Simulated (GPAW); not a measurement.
# Mn2CuN2: optical spectrum from first principles, part 2 of 2

Aim: the dielectric function of Mn2CuN2, and the optical constants that follow from it.

GPAW 26.7.0; DFT, revPBE, plane-wave PAW (GPAW data sets), scalar-relativistic, RPA, optical limit.

So far. Step 2 (Ground state): There are states at the Fermi level within the smearing, so the occupations stay smeared and the carriers get a Drude term.

**4. Dielectric function, RPA**

Transitions between filled and empty bands, summed over the zone, give the optical response, so mesh, band count and broadening shape it.

The induced potential is part of this response.

This step: DFT, revPBE, plane-wave PAW (GPAW data sets), scalar-relativistic, RPA, optical limit (GPAW 26.7.0).

Contents of df.py:

```python
from gpaw.response.df import DielectricFunction

df = DielectricFunction('full.gpw', frequencies={'type': 'nonlinear', 'domega0': 0.03, 'omega2': 8},
                        ecut=80,
                        eta=0.05,
                        nbands=55,
                        rate=0.05,
                        txt='df.txt')
for direction in ['x', 'y', 'z']:
    df.get_dielectric_function(xc='RPA', direction=direction, filename=f'df_{direction}.csv')
```

The run is started by

```sh
OMP_NUM_THREADS=1 python df.py
```

Numbers of over 12 decimals in the logs are rounded to 6 here.

Log:

```text
Using integrator: PointIntegrator
NonLinearFrequencyDescriptor(from 0.000 to 111.860 eV, 550 points)
Nonperiodic BCs:  [False False False]
Using integrator: PointIntegrator
NonLinearFrequencyDescriptor(from 0.000 to 111.860 eV, 550 points)
Nonperiodic BCs:  [False False False]
Using integrator: PointIntegrator

Calculating chi0 body with:
    Ground state adapter containing:
    Number of spins: 2
    Number of kpoints: 864
    Number of irreducible kpoints: 242
    Number of completely occupied states: 23
    Number of partially occupied states: 30

    Linear response parametrization:
    q_c: [0.0, 0.0, 0.0]
    Number of frequency points: 550
    Planewave cutoff: 80.0
    Number of bands: 55
    Number of planewaves: 99
    Broadening (eta): 0.05

Integrating chi0 body.

Symmetries of q_c:
    Direct symmetries (Uq -> q): 4
    Indirect symmetries (TUq -> q): 0
In total 4 allowed symmetries.

242 groups of equivalent kpoints. 71.990741% reduction.

Integral kind: spectral function

Calculating chi0 optical extensions with:
    Ground state adapter containing:
    Number of spins: 2
    Number of kpoints: 864
    Number of irreducible kpoints: 242
    Number of completely occupied states: 23
    Number of partially occupied states: 30

    Linear response parametrization:
    Number of frequency points: 550
    Planewave cutoff: 80.0
    Number of bands: 55
    Number of planewaves: 99
    Broadening (eta): 0.05
Integrating chi0 head and wings.

Symmetries of q_c:
    Direct symmetries (Uq -> q): 4
    Indirect symmetries (TUq -> q): 0
In total 4 allowed symmetries.

242 groups of equivalent kpoints. 71.990741% reduction.

Integral kind: spectral function wings

Calculating drude chi0 with:
    Number of frequency points:550
    Plasma frequency decay rate: 0.05 eV

    Ground state adapter containing:
    Number of spins: 2
    Number of kpoints: 864
    Number of irreducible kpoints: 242
    Number of completely occupied states: 23
    Number of partially occupied states: 30

Symmetries of q_c:
    Direct symmetries (Uq -> q): 4
    Indirect symmetries (TUq -> q): 0
In total 4 allowed symmetries.

242 groups of equivalent kpoints. 71.990741% reduction.

Integral kind: intraband
Plasma frequency:
[[3.79+0.j 0.  +0.j 0.17+0.j]
 [0.  +0.j 3.78+0.j 0.  +0.j]
 [0.17+0.j 0.  +0.j 2.13+0.j]]
```

It took 4.9 min on 1 thread of Arm Neoverse V2, shared host; peak memory 0.63 GiB.

Some rows of df_x.csv (energy; Re and Im without local fields; Re and Im with them):

```text
0.000000, 5837.242990, 0.000000, 5834.903844, 0.000000
0.460735, -10.187931, 84.002102, -12.560110, 82.031666
0.943989, -18.348536, 41.931880, -19.124207, 40.493673
1.451455, -3.163040, 22.776422, -3.156950, 21.360990
1.984998, -10.360835, 18.440715, -9.530836, 17.904878
2.546682, -5.869884, 9.499842, -5.788130, 9.168316
3.138794, -1.446021, 8.440030, -1.023643, 7.679634
3.763875, -1.984542, 5.573086, -1.755060, 5.551773
4.424758, -0.968343, 3.766082, -0.905395, 3.911244
5.124608, 1.304157, 2.762007, 1.069999, 2.794974
5.866977, 1.819148, 5.228469, 1.749633, 5.034976
6.655862, -0.745886, 5.542562, -0.721820, 5.449490
7.495775, -0.394507, 4.428604, -0.530976, 4.203685
8.391833, -1.425662, 3.235699, -1.359881, 3.134882
9.349861, -1.067082, 1.751661, -1.076943, 1.700518
10.376517, -0.059762, 1.585726, -0.073218, 1.478816
11.479449, 0.642947, 1.634858, 0.602009, 1.502974
12.667487, 0.439221, 2.019466, 0.469384, 1.894175
13.950874, 0.058857, 1.598191, 0.046685, 1.555446
```

The Im ε has structure finer than the step of the table below, so its rows give means over 0.5 eV, whole bins alone (the curve runs from 0.305 to 15.0 eV). Peaks (eV: height): E ∥ z 0.75: 38.9, 2.21: 14.1.

Sum at mesh points, not converged in k. Table of Im ε by photon energy; means over each step:

```csv
photon energy (eV),E ∥ x,E ∥ y,E ∥ z
1.0,37.4,36.8,29.1
1.5,22.5,22.4,12.2
2.0,16.9,17.1,10.4
2.5,9.71,9.82,9.13
3.0,7.02,6.98,11.0
3.5,6.82,6.78,11.3
4.0,5.25,5.22,11.0
4.5,3.78,3.79,6.33
5.0,3.05,3.07,4.36
5.5,3.99,3.97,3.59
6.0,5.40,5.38,3.49
6.5,5.79,5.75,3.28
7.0,4.48,4.46,2.81
7.5,4.13,4.15,3.71
8.0,4.19,4.19,4.30
8.5,2.98,2.98,4.81
9.0,2.47,2.47,4.55
9.5,1.63,1.64,3.11
10.0,1.39,1.40,2.80
10.5,1.43,1.43,2.18
11.0,1.53,1.54,2.00
11.5,1.64,1.66,1.90
12.0,1.61,1.58,2.08
12.5,1.66,1.68,1.78
13.0,1.89,1.88,1.63
13.5,1.65,1.63,1.48
14.0,1.55,1.56,1.34
14.5,1.36,1.34,1.29
```

Values under 1 per cm are given as 1; sum at mesh points, not converged in k. Absorption coefficient against photon energy:

```csv
photon energy (eV),E ∥ x (1/cm),E ∥ y (1/cm),E ∥ z (1/cm)
0.492,3.5e5,3.5e5,1.3e5
1.010,5.3e5,5.4e5,3.8e5
1.486,5.3e5,5.3e5,3.6e5
1.985,7.8e5,7.7e5,3.2e5
2.508,7.5e5,7.7e5,4.0e5
3.018,6.2e5,6.2e5,5.6e5
3.510,7.9e5,7.9e5,8.2e5
3.980,7.1e5,7.1e5,9.6e5
4.516,7.1e5,7.0e5,9.6e5
4.981,5.9e5,5.8e5,8.2e5
5.515,6.0e5,6.0e5,7.7e5
6.021,8.7e5,8.8e5,7.6e5
6.494,1.1e6,1.1e6,7.9e5
6.985,1.2e6,1.2e6,7.3e5
7.496,1.2e6,1.2e6,8.1e5
8.026,1.3e6,1.4e6,1.0e6
8.516,1.3e6,1.3e6,1.2e6
9.023,1.3e6,1.3e6,1.6e6
9.483,1.2e6,1.1e6,1.4e6
10.026,8.8e5,8.7e5,1.3e6
10.519,9.2e5,9.1e5,1.3e6
11.029,9.2e5,9.7e5,1.3e6
11.479,8.3e5,8.1e5,1.2e6
12.023,9.7e5,1.0e6,1.4e6
12.504,9.8e5,9.7e5,1.3e6
13.000,1.3e6,1.3e6,1.3e6
13.512,1.2e6,1.2e6,1.3e6
14.040,1.2e6,1.2e6,1.3e6
14.493,1.2e6,1.2e6,1.1e6
```

The reflectivity at normal incidence has structure finer than the step of the table below, so its rows give means over 0.5 eV, whole bins alone (the curve runs from 0.305 to 15.0 eV). Peaks (eV: height): E ∥ x 8.27: 40.8, 11.87: 19.3, 13.08: 20.2; E ∥ y 9.15: 41.1, 11.87: 20.7, 14.68: 20.2; E ∥ z 0.94: 60.6, 2.24: 44.2, 4.20: 51.6, 9.28: 37.2, 12.10: 25.2.

Sum at mesh points, not converged in k. The reflectivity at normal incidence by photon energy; means over each step:

```csv
photon energy (eV),E ∥ x (%),E ∥ y (%),E ∥ z (%)
1.0,70.2,70.2,59.0
1.5,60.5,60.3,44.6
2.0,62.4,62.1,37.0
2.5,57.8,58.1,35.3
3.0,44.6,44.8,38.5
3.5,45.2,45.1,41.0
4.0,39.9,39.7,46.9
4.5,33.4,33.4,46.6
5.0,20.6,20.8,36.1
5.5,20.7,20.5,30.0
6.0,27.0,27.1,24.2
6.5,33.0,33.0,21.9
7.0,33.2,32.9,16.9
7.5,30.9,30.7,19.6
8.0,35.2,35.3,23.1
8.5,37.5,37.4,27.6
9.0,37.9,37.7,34.8
9.5,35.7,35.3,33.2
10.0,23.1,23.1,31.5
10.5,17.8,17.6,29.8
11.0,15.0,15.7,25.5
11.5,13.0,12.7,21.0
12.0,16.2,16.7,23.0
12.5,12.5,12.5,23.6
13.0,17.5,17.5,22.8
13.5,16.9,17.1,22.5
14.0,17.8,17.8,20.4
14.5,19.1,18.9,17.7
```

The loss function −Im 1/ε at q → 0 has structure finer than the step of the table below, so its rows give means over 0.5 eV, whole bins alone (the curve runs from 0.305 to 15.0 eV). Peaks (eV: height): E ∥ x 5.08: 0.327, 10.66: 0.752, 12.26: 0.682; E ∥ y 5.08: 0.329, 10.03: 0.756, 11.25: 0.738, 12.10: 0.730; E ∥ z 6.82: 0.340, 14.49: 0.817.

Sum at mesh points, not converged in k. The loss function −Im 1/ε at q → 0 by energy loss; means over each step:

```csv
energy loss (eV),E ∥ x,E ∥ y,E ∥ z
1.0,0.0244,0.0248,0.0353
1.5,0.0418,0.0422,0.0828
2.0,0.0484,0.0484,0.0763
2.5,0.0765,0.0754,0.0903
3.0,0.128,0.128,0.0773
3.5,0.132,0.133,0.0848
4.0,0.174,0.175,0.0876
4.5,0.251,0.251,0.135
5.0,0.305,0.305,0.213
5.5,0.203,0.204,0.273
6.0,0.168,0.169,0.285
6.5,0.171,0.172,0.298
7.0,0.220,0.221,0.307
7.5,0.239,0.238,0.214
8.0,0.222,0.222,0.209
8.5,0.278,0.278,0.204
9.0,0.314,0.315,0.211
9.5,0.465,0.466,0.295
10.0,0.685,0.680,0.329
10.5,0.695,0.692,0.417
11.0,0.639,0.640,0.482
11.5,0.567,0.559,0.524
12.0,0.618,0.634,0.473
12.5,0.550,0.539,0.546
13.0,0.522,0.527,0.598
13.5,0.600,0.609,0.661
14.0,0.645,0.641,0.738
14.5,0.738,0.745,0.776
```

Sum at mesh points, not converged in k. Table of Im ε, E ∥ x by photon energy; read off at these points:

```csv
photon energy (eV),without local fields,with local fields
0.5,85.2,83.1
1.0,36.3,34.6
1.5,24.4,22.9
2.0,17.7,17.2
2.5,9.89,9.62
3.0,7.16,6.52
3.5,6.71,6.75
4.0,5.16,5.11
4.5,3.75,3.89
5.0,2.98,3.11
5.5,3.97,3.79
6.0,5.73,5.51
6.5,6.28,6.13
7.0,4.37,4.35
7.5,4.42,4.20
8.0,4.55,4.26
8.5,3.11,3.02
9.0,2.60,2.57
9.5,1.75,1.72
10.0,1.41,1.33
10.5,1.55,1.45
11.0,1.66,1.56
11.5,1.70,1.56
12.0,1.49,1.48
12.5,1.84,1.71
13.0,2.13,2.08
13.5,1.74,1.69
14.0,1.59,1.55
14.5,1.37,1.34
```

Optical constants at common wavelengths, from n + ik = √ε:

```csv
wavelength (nm),n x,k x,R (%) x,1/α x,n y,k y,R (%) y,1/α y
1550,4.36,5.915,72.6,21 nm,4.26,5.944,72.9,21 nm
800,3.20,3.729,59.4,17 nm,3.21,3.682,59.0,17 nm
633,2.40,3.843,63.5,13 nm,2.46,3.814,62.9,13 nm
450,1.42,2.540,53.8,14 nm,1.41,2.565,54.5,14 nm
405,1.72,2.005,39.8,16 nm,1.71,2.015,40.0,16 nm
365,1.63,2.312,46.8,13 nm,1.63,2.302,46.6,13 nm
248,1.35,1.149,21.1,17 nm,1.35,1.146,21.0,17 nm
```

In reflection the computed colour is faintly yellow: x = 0.324, y = 0.344, luminous reflectivity 53 %.

**5. Outcome**

**Reading.** At this level (revPBE, RPA) Mn2CuN2 is a metal. The mesh is too coarse to trust the carriers' weight, the reflectivity or the colour to better than tens of per cent. In reflection the computed colour is faintly yellow: x = 0.324, y = 0.344, luminous reflectivity 53 %. The carriers' damping of 0.05 eV is typed, not computed; it shapes the response at the lowest energies. The magnetic state comes from one start and need not be the lowest. In this version of GPAW the matrix elements of the optical limit are incomplete, which can lower ε − 1 by up to a tenth where first-row anions or d states rule, and shift it by more in d metals. GPAW's carrier term has the form −ωp²/(ω + i·rate)², which damps like twice the rate and fails at low energy, so the curves leave the lowest energies out. The sum runs over mesh points 0.19 Å⁻¹ apart with no interpolation, so peaks are partly noise of the mesh, and the Drude plasma energy, a sum over the Fermi surface, isn't converged.

[Machine, clock and banner lines and Python warnings are left out of the logs.]

[Logs are printed without paths, hosts, clocks, repeated set-up lines and the standing remarks that a program may print on its own settings, such as how far it seeks lower states.]

[Hosts, paths, dates, database ids (printed as entryN), source tags and the programs' standing remarks are cut or masked in the printed files.]
